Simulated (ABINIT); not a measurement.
## Na2LiScF6 (Fm-3m): RPA correlation energy against the basis

Aim: the RPA correlation energy of Na2LiScF6 (Fm-3m) as bands and response cutoff rise.

Method: PBEsol and many-body steps on it, plane waves, in ABINIT 10.8.3.

## 1. The structure

The structure is cubic, space group Fm-3m (No. 225). The conventional cell has a = 8.035 Å, b = 8.035 Å, c = 8.035 Å, α = 90.00°, β = 90.00°, γ = 90.00°. Na has 12 F at 2.84 Å nearest. Nearest to Li lie 6 F at 2.01 Å. Nearest to Sc lie 6 F at 2.01 Å. Nearest to F lie 1 Li at 2.01 Å and 1 Sc at 2.01 Å and 4 Na at 2.84 Å. Farther neighbours and most contacts between anions are not listed.

Coordinates:

```cif
data_structure
_symmetry_space_group_name_H-M 'Fm-3m'
_symmetry_Int_Tables_number 225
_cell_length_a 8.0349
_cell_length_b 8.0349
_cell_length_c 8.0349
_cell_angle_alpha 90.000
_cell_angle_beta 90.000
_cell_angle_gamma 90.000
_cell_volume 518.73
loop_
_atom_site_label
_atom_site_type_symbol
_atom_site_symmetry_multiplicity
_atom_site_Wyckoff_symbol
_atom_site_fract_x
_atom_site_fract_y
_atom_site_fract_z
_atom_site_occupancy
Na1 Na 8 c 0.25000 0.75000 0.75000 1
Li1 Li 4 b 0.50000 0.00000 0.00000 1
Sc1 Sc 4 a 0.00000 0.00000 0.00000 1
F1 F 24 e 0.50000 0.00000 0.75042 1
```

The cell and positions are those that the Materials Project relaxed with its own functionals (PBE, PBE+U or r2SCAN), kept fixed.

## 2. Empty states on the mesh, 2×2×2 mesh, 466 bands

This step: ABINIT 10.8.3; DFT, PBEsol, plane waves, norm-conserving pseudopotentials.

The sums over transitions need many empty states on a uniform mesh; this step solves for them.

run.abi reads:

```
acell 3*1.0 Angstrom
rprim 
  -0.000000000000 4.017450000000 4.017450000000
  4.017450000000 0.000000000000 4.017450000000
  4.017450000000 4.017450000000 0.000000000000
ntypat 4
znucl 11 3 21 9
natom 10
typat 1 1 2 3 4 4 4 4 4 4
xred 
  0.250000000000 0.250000000000 0.250000000000
  0.750000000000 0.750000000000 0.750000000000
  0.500000000000 0.500000000000 0.500000000000
  0.000000000000 0.000000000000 0.000000000000
  0.250423000000 0.250423000000 0.749577000000
  0.250423000000 0.749577000000 0.749577000000
  0.749577000000 0.749577000000 0.250423000000
  0.250423000000 0.749577000000 0.250423000000
  0.749577000000 0.250423000000 0.749577000000
  0.749577000000 0.250423000000 0.250423000000
pp_dirpath "pseudos"
pseudos "Na.upf, Li.upf, Sc.upf, F.upf"
ecut 38
ngkpt 2 2 2
nshiftk 1
shiftk 0 0 0
kptopt 1
chksymbreak 0
iscf -2
irdden 1
istwfk *1
nband 466
nbdbuf 42
tolwfr 1e-09
nstep 60
prtvol 0
indata_prefix "in"
outdata_prefix "out"
tmpdata_prefix "tmp"
```

On the command line:

```sh
$ OMP_NUM_THREADS=1 mpirun -n 4 abinit run.abi > log
```

Numbers of over 12 decimals in the logs are rounded to 6 here.

Log:

```text
.Version 10.8.3 of ABINIT. v10.8.2 released Aug 2026.

 Symmetries : space group Fm -3 m (#225); Bravais cF (face-center cubic)
[... echo of the input left out ...]
== DATASET  1 ==================================================================
-   mpi_nproc: 4, omp_nthreads: 1 (-1 if OMP is not activated)
-    --> not optimal distribution: autoparal keyword recommended in input file <--

--- !DatasetInfo
iteration_state: {dtset: 1, }
dimensions: {natom: 10, nkpt: 3, mband: 466, nsppol: 1, nspinor: 1, nspden: 1, mpw: 9841, }
cutoff_energies: {ecut:  38.0, pawecutdg:  -1.0, }
electrons: {nelect:   7.40000000E+01, charge:   0.00000000E+00, occopt:   1.00000000E+00, tsmear:   1.00000000E-02, }

 Real(R)+Recip(G) space primitive vectors, cartesian coordinates (Bohr,Bohr^-1):
 R(1)=  0.0000000  7.5918802  7.5918802  G(1)= -0.0658598  0.0658598  0.0658598
 R(2)=  7.5918802  0.0000000  7.5918802  G(2)=  0.0658598 -0.0658598  0.0658598
 R(3)=  7.5918802  7.5918802  0.0000000  G(3)=  0.0658598  0.0658598 -0.0658598
 Unit cell volume ucvol=  8.7514102E+02 bohr^3
 Angles (23,13,12)=  6.00000000E+01  6.00000000E+01  6.00000000E+01 degrees

 getcut: wavevector=  0.0000  0.0000  0.0000  ngfft=  60  60  60
         ecut(hartree)=     38.000   => boxcut(ratio)=   2.01386

--- Pseudopotential description ------------------------------------------------
- Na Generated using ONCVPSP code by D. R. Hamann
- 11.00000   9.00000  180301                  znucl, zion, pspdat
12 -116133 1 -1 2016                          pspcod,pspxc,lmax,lloc,mmax
     nproj     2     2     0
  pspatm : epsatm=    9.32918808
         --- l  ekb(1:nproj) -->
             0    2.657905   -0.678300
             1   -6.761319   -2.404728
 pspatm: atomic psp has been read  and splines computed

- Li Generated using ONCVPSP code by D. R. Hamann
-  3.00000   3.00000  180301                  znucl, zion, pspdat
12 -116133 1 -1 1944                          pspcod,pspxc,lmax,lloc,mmax
     nproj     2     2     0
  pspatm : epsatm=    2.60875052
         --- l  ekb(1:nproj) -->
             0   -4.855856   -1.482423
[...]
pspatm: atomic psp has been read  and splines computed

- Sc Generated using ONCVPSP code by D. R. Hamann
- 21.00000  11.00000  180301                  znucl, zion, pspdat
12 -116133 2 -1 1642                          pspcod,pspxc,lmax,lloc,mmax
     nproj     2     2     2
  pspatm : epsatm=   13.58981452
         --- l  ekb(1:nproj) -->
[...]
pspatm: atomic psp has been read  and splines computed

- F Generated using ONCVPSP code by D. R. Hamann
-  9.00000   7.00000  180301                  znucl, zion, pspdat
12 -116133 2 -1 832                           pspcod,pspxc,lmax,lloc,mmax
     nproj     2     2     1
  pspatm : epsatm=    4.89824381
         --- l  ekb(1:nproj) -->
[...]
2   -2.394754
[...]
5.23E-04  1.11E-03
 -1.8067E+00 -1.8066E+00 -1.7124E+00 -1.5019E+00 -9.4265E-01 -9.4265E-01
 -9.4265E-01 -7.8044E-01 -7.8044E-01 -7.8044E-01 -7.8017E-01 -7.8017E-01
 -7.8017E-01 -7.6327E-01 -7.4746E-01 -7.4746E-01 -7.3510E-01 -7.3510E-01
[...]
4.5316E+00  4.5316E+00  4.5317E+00  4.5449E+00  4.5473E+00  4.5486E+00
  4.5512E+00  4.5520E+00  4.5529E+00  4.5668E+00  4.5691E+00  4.5730E+00
  4.5789E+00  4.5801E+00  4.5843E+00  4.5878E+00
 prteigrs : prtvol=0 or 1, do not print more k-points.

--- !ResultsGS
iteration_state: {dtset: 1, }
comment   : Summary of ground state results
lattice_vectors:
- [ -0.0000000,   7.5918802,   7.5918802, ]
- [  7.5918802,   0.0000000,   7.5918802, ]
- [  7.5918802,   7.5918802,   0.0000000, ]
lattice_lengths: [  10.73654,   10.73654,   10.73654, ]
lattice_angles: [ 60.000,  60.000,  60.000, ] # degrees, (23, 13, 12)
lattice_volume:   8.7514102E+02
convergence: {deltae:  0.000E+00, res2:  0.000E+00, residm:  9.917E-10, diffor:  0.000E+00, }
etotal    :  -2.94772587E+02
entropy   :   0.00000000E+00
fermie    :  -3.82040600E-02
cartesian_stress_tensor: null
pressure_GPa: null
xred      :
- [  2.5000E-01,   2.5000E-01,   2.5000E-01, Na]
- [  7.5000E-01,   7.5000E-01,   7.5000E-01, Na]
- [  5.0000E-01,   5.0000E-01,   5.0000E-01, Li]
- [  0.0000E+00,   0.0000E+00,   0.0000E+00, Sc]
- [  2.5042E-01,   2.5042E-01,   7.4958E-01,  F]
- [  2.5042E-01,   7.4958E-01,   7.4958E-01,  F]
- [  7.4958E-01,   7.4958E-01,   2.5042E-01,  F]
- [  2.5042E-01,   7.4958E-01,   2.5042E-01,  F]
- [  7.4958E-01,   2.5042E-01,   7.4958E-01,  F]
- [  7.4958E-01,   2.5042E-01,   2.5042E-01,  F]
cartesian_forces: null
force_length_stats: {min: null, max: null, mean: null, }

 Integrated electronic density in atomic spheres:
 ------------------------------------------------
 Atom  Sphere_radius  Integrated_density
[...]
================================================================================

 ----iterations are completed or convergence reached----

 Mean square residual over all n,k,spin=   30.534E-11; max=  99.165E-11
 reduced coordinates (array xred) for   10 atoms
[...]
0.749577000000      0.250423000000      0.749577000000
       0.749577000000      0.250423000000      0.250423000000

 cartesian coordinates (angstrom) at end:
    1      2.008725     2.008725     2.008725
    2      6.026175     6.026175     6.026175
[...]
9      4.017450     6.022776     4.017450
   10      2.012124     4.017450     4.017450
 length scales=  1.889726125908  1.889726125908  1.889726125908 bohr
              =  1.000000000000  1.000000000000  1.000000000000 angstroms
 prteigrs : about to open file out_EIG
 Eigenvalues (hartree) for nkpt=   3  k points:
 kpt#   1, nband=466, wtk=  0.12500, kpt=  0.0000  0.0000  0.0000 (reduced coord)
[...]
4.52878    4.52898    4.53156    4.53164    4.53170    4.54490    4.54727    4.54859
   4.55117    4.55198    4.55289    4.56683    4.56909    4.57300    4.57892    4.58011
   4.58427    4.58780
 prteigrs : prtvol=0 or 1, do not print more k-points.

== END DATASET(S) ==============================================================
================================================================================

 -outvars: echo values of variables after computation  --------
            nband         466
             nkpt           3
          spgroup         225
 [... the other variables as echoed above ...]

 Calculation completed.
```

Run time: 6.1 min. Hardware: 4 MPI ranks of AMD EPYC 7R43, shared host; peak memory 0.65 GiB.

Numbers from this step:

| Property | Result |
| --- | --- |
| gap | 6.027 eV |
| k of the valence top | 0, 0, 0 |
| k of the conduction bottom | 0, 0, 0 |
| least direct gap | 6.027 eV |
| k points computed | 3 |
| lowest point of the top converged band, above the valence top | 116.8920 eV |

On this mesh the gap is 6.027 eV.

The density comes from a self-consistent run that is not shown.

## 3. RPA energy: 2×2×2 mesh, 100 bands, screening to 43.5 eV

The RPA dielectric matrix is built and inverted for each q.

This step: RPA screening on PBEsol, plane waves, norm-conserving pseudopotentials.

run.abi, as its differences from that of step 2:

```diff
@@ -28,10 +28,15 @@
 chksymbreak 0
-iscf -2
-irdden 1
 istwfk *1
-nband 466
-nbdbuf 42
-tolwfr 1e-09
-nstep 60
-prtvol 0
+occopt 1
+irdwfk 1
+optdriver 3
+nband 100
+ecuteps 1.6
+inclvkb 2
+awtr 1
+symchi 1
+gwcalctyp 1
+nfreqre 0
+nfreqim 8
+gwrpacorr 1
 indata_prefix "in"
```

Log:

```text
.Version 10.8.3 of ABINIT. v10.8.2 released Aug 2026.

 Symmetries : space group Fm -3 m (#225); Bravais cF (face-center cubic)
[... echo of the input left out ...]
== DATASET  1 ==================================================================
-   mpi_nproc: 4, omp_nthreads: 1 (-1 if OMP is not activated)

--- !DatasetInfo
iteration_state: {dtset: 1, }
dimensions: {natom: 10, nkpt: 3, mband: 100, nsppol: 1, nspinor: 1, nspden: 1, mpw: 9841, }
cutoff_energies: {ecut:  38.0, pawecutdg:  -1.0, }
electrons: {nelect:   7.40000000E+01, charge:   0.00000000E+00, occopt:   1.00000000E+00, tsmear:   1.00000000E-02, }

 SCREENING: Calculation of the susceptibility and dielectric matrices

 Based on a program developped by R.W. Godby, V. Olevano, G. Onida, and L. Reining.
 Incorporated in ABINIT by V. Olevano, G.-M. Rignanese, and M. Torrent.
.Using double precision arithmetic ; gwpc =  8

[... cell and pseudopotentials left out ...]
--------------------------------------------------------------------------------

 ==== K-mesh for the wavefunctions ====
 Number of points in the irreducible wedge :     3
[... list of points left out ...]
 Together with 48 symmetry operations and time-reversal symmetry
 yields     8 points in the full Brillouin Zone.

 ==== Q-mesh for the screening function ====
 Number of points in the irreducible wedge :     3
[... list of points left out ...]
 Together with 48 symmetry operations and time-reversal symmetry
 yields     8 points in the full Brillouin Zone.

 setmesh: FFT mesh size selected  =    36x   36x   36
          total number of points  =        46656

 vcoul_init : cutoff-mode = AUXILIARY_FUNCTION
 q-points for optical limit:   1
     1)      0.000010    0.000020    0.000030

- screening: taking advantage of time-reversal symmetry
- Maximum band index for partially occupied states nbvw = 37
- Remaining bands to be divided among processors   nbcw = 63
- Number of bands treated by each node ~15

 Number of electrons calculated from density =   74.0000; Expected =   74.0000
 average of density, n =  0.084558
 r_s =    1.4134
 omega_plasma =   28.0500 [eV]

 calculating chi0 at frequencies [eV] :
  1    0.000000E+00    0.000000E+00
  2    0.000000E+00    1.343289E+03
  3    0.000000E+00    2.404413E+02
[...]
8    0.000000E+00    3.079585E+00
  9    0.000000E+00    5.512287E-01

--------------------------------------------------------------------------------
  q-point number  1        q = ( 0.000000, 0.000000, 0.000000) [r.l.u.]
--------------------------------------------------------------------------------
[... chi0 elements left out ...]
  [... further frequencies ...]

 For q-point:  0.000010 0.000020 0.000030
  dielectric constant =   2.0259
  dielectric constant without local fields =   2.1584

  Average fulfillment of the sum rule on Im[epsilon] for q-point    1 :     28.40  [%]
[... wings left out ...]
  q-point number  2        q = ( 0.500000, 0.000000, 0.000000) [r.l.u.]
--------------------------------------------------------------------------------
[... chi0 elements left out ...]
  [... further frequencies ...]

  Average fulfillment of the sum rule on Im[epsilon] for q-point    2 :     32.82  [%]

 [... 1 further q-points ...]
```

Elapsed: 19 s, on 4 MPI ranks; peak memory 1.4 GiB.

This step gave:

- ε∞ with local fields, on this mesh, along the program's q direction: 2.026
- the same without local fields: 2.158
- plasma frequency: 28.05 eV
- plane waves in the screening matrix: 65
- RPA correlation energy: -10.40 eV

Local fields lower ε∞ by 6 %. On a Γ-centred mesh this coarse the value itself is usually too large, while a short band sum pulls it down.

## 4. RPA energy: 2×2×2 mesh, 173 bands, screening to 70.7 eV

run.abi, as its differences from that of step 3:

```diff
@@ -32,4 +32,4 @@
 optdriver 3
-nband 100
-ecuteps 1.6
+nband 173
+ecuteps 2.6
 inclvkb 2
```

Log:

```text
.Version 10.8.3 of ABINIT. v10.8.2 released Aug 2026.

 Symmetries : space group Fm -3 m (#225); Bravais cF (face-center cubic)
[... echo of the input left out ...]
== DATASET  1 ==================================================================
-   mpi_nproc: 4, omp_nthreads: 1 (-1 if OMP is not activated)

--- !DatasetInfo
iteration_state: {dtset: 1, }
dimensions: {natom: 10, nkpt: 3, mband: 173, nsppol: 1, nspinor: 1, nspden: 1, mpw: 9841, }
cutoff_energies: {ecut:  38.0, pawecutdg:  -1.0, }
electrons: {nelect:   7.40000000E+01, charge:   0.00000000E+00, occopt:   1.00000000E+00, tsmear:   1.00000000E-02, }

 SCREENING: Calculation of the susceptibility and dielectric matrices

 Based on a program developped by R.W. Godby, V. Olevano, G. Onida, and L. Reining.
 Incorporated in ABINIT by V. Olevano, G.-M. Rignanese, and M. Torrent.
.Using double precision arithmetic ; gwpc =  8

[... cell and pseudopotentials left out ...]
--------------------------------------------------------------------------------

 ==== K-mesh for the wavefunctions ====
 Number of points in the irreducible wedge :     3
[...]
- Number of bands treated by each node ~34

 Number of electrons calculated from density =   74.0000; Expected =   74.0000
 average of density, n =  0.084558
 r_s =    1.4134
 omega_plasma =   28.0500 [eV]

 calculating chi0 at frequencies [eV] :
  1    0.000000E+00    0.000000E+00
  2    0.000000E+00    1.343289E+03
  3    0.000000E+00    2.404413E+02
[...]
8    0.000000E+00    3.079585E+00
  9    0.000000E+00    5.512287E-01

--------------------------------------------------------------------------------
  q-point number  1        q = ( 0.000000, 0.000000, 0.000000) [r.l.u.]
--------------------------------------------------------------------------------
[... chi0 elements left out ...]
  [... further frequencies ...]

 For q-point:  0.000010 0.000020 0.000030
  dielectric constant =   2.0503
  dielectric constant without local fields =   2.2176

  Average fulfillment of the sum rule on Im[epsilon] for q-point    1 :     46.53  [%]
[... wings left out ...]
  q-point number  2        q = ( 0.500000, 0.000000, 0.000000) [r.l.u.]
--------------------------------------------------------------------------------
[... chi0 elements left out ...]
  [... further frequencies ...]

  Average fulfillment of the sum rule on Im[epsilon] for q-point    2 :     50.76  [%]

 [... 1 further q-points ...]
```

Elapsed: 39 s, on 4 MPI ranks; peak memory 1.8 GiB; 2.6 min of CPU time.

This step gave:

- ε∞ with local fields, on this mesh, along the program's q direction: 2.050
- the same without local fields: 2.218
- plasma frequency: 28.05 eV
- plane waves in the screening matrix: 169
- RPA correlation energy: -25.46 eV

(Part 1 of 2 ends here.)

[Paths, hosts, dates, memory and timing lines, banners, echoed tables and standing remarks are left out of the program output.]

[Logs are printed without paths, hosts, clocks, repeated set-up lines and the standing remarks that a program may print on its own settings, such as how far it seeks lower states.]

[Runs of the session that timed out or met a known fault of the program may be left out.]

[Hosts, paths, dates, database ids (printed as entryN), source tags and the programs' standing remarks are cut or masked in the printed files.]

[G0W0 gaps are taken among the corrected bands and points alone; a level outside them can change the order at an edge.]

[Where Ansatz stands beside ABINIT at settings called matched, ABINIT's density can come from a denser mesh and the files from another edition; pairs whose starting gaps differed by over 0.03 eV were left out, so agreement reads better than it is.]
